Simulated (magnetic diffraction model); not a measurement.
**Na₂MnBr₄: what an assumed order does to the neutron pattern**

Space group Pbam (no. 55), a = 7.2580 Å, b = 12.3910 Å, c = 4.0880 Å.

| site | atom | x | y | z |
| --- | --- | --- | --- | --- |
| 4h | Br | 0.2631 | 0.4576 | 1/2 |
| 4g | Br | 0.3823 | 0.6963 | 0 |
| 2a | Mn | 1/2 | 1/2 | 0 |
| 4h | Na | 0.0777 | 0.6826 | 1/2 |

This is a made-up structure (elements placed in a structure type, unrelaxed), so the numbers test the method and describe no known phase.

Only Mn is taken to order (form factors of Mn2+); orders and moment sizes are assumed, and not adapted to the symmetry. Radiation: neutrons of λ = 2.567 Å, 3° to 55°; isotropic B of 0.46 Å² (Br), 0.63 Å² (Mn) and 0.95 Å² (Na). The intensities are simulated: I ∝ L Σ (|F_N|² + |F_M⊥|²) for unpolarised neutrons, with F_M = 2.695 fm/μB × Σ f(s) S exp(2πi Q·r) exp(−B s²) at Q = H ± k (one set where k and −k are equivalent), only the part normal to Q counting and L = 1/(sin²θ cos θ). For collinear order S is the moment m, which repeats by lattice and centring translations R with the sign exp(−2πi k·R). Form factors are spin-only for 3d ions and dipole or tabulated for f ions, scattering lengths are Sears's of 1992, and absorption is left out. A label names one of the reflections at its angle. The strongest nuclear line in the range is 100, and lines under 0.2 are left out.

Assume the order k = (0 1/2 0), collinear moments along [010], 4.47 μB on Mn; signs + at (1/2, 1/2, 0), + at (0, 0, 0).

Q: Where does magnetic intensity appear, and how strong is it?

```tsv
2θ (°)	index	nuclear	magnetic
21.24	(1 1/2 0)	0.0	52.4
23.65	(1 1 0)	2.7	0.0
23.91	(0 2 0)	19.3	0.0
27.23	(1 3/2 0)	0.0	18.5
31.61	(1 2 0)	0.8	0.0
36.55	(1 5/2 0)	0.0	5.2
36.60	(0 0 1)	18.6	0.0
37.11	(0 1/2 1)	0.0	15.3
41.01	(0 3/2 1)	0.0	9.8
41.42	(2 0 0)	17.4	0.0
41.89	(2 1/2 0)	0.0	11.3
41.90	(1 3 0)	7.0	0.0
42.70	(1 1/2 1)	0.0	21.5
43.25	(2 1 0)	10.5	0.0
44.04	(1 1 1)	0.6	0.0
44.19	(0 2 1)	100.0	0.0
45.45	(2 3/2 0)	0.0	7.8
46.21	(1 3/2 1)	0.0	15.0
47.58	(1 7/2 0)	0.0	1.6
48.03	(0 5/2 1)	0.0	4.8
48.40	(2 2 0)	67.2	0.0
48.95	(0 4 0)	2.3	0.0
49.12	(1 2 1)	37.3	0.0
52.00	(2 5/2 0)	0.0	4.2
52.69	(1 5/2 1)	0.0	8.2
53.55	(1 4 0)	92.2	0.0
```

The strongest magnetic line in the range is (1 1/2 0) at 21.24° (52.4). On top of the Lorentz factor, which all lines share, magnetic lines fade with angle because f falls: for Mn2+ it is 0.90, 0.66, 0.41 and 0.12 at sin θ/λ = 0.1, 0.2, 0.3 and 0.5 Å⁻¹, while nuclear lengths stay constant. The order has no net moment.

[Logs are printed without paths, hosts, clocks, repeated set-up lines and the standing remarks that a program may print on its own settings, such as how far it seeks lower states.]
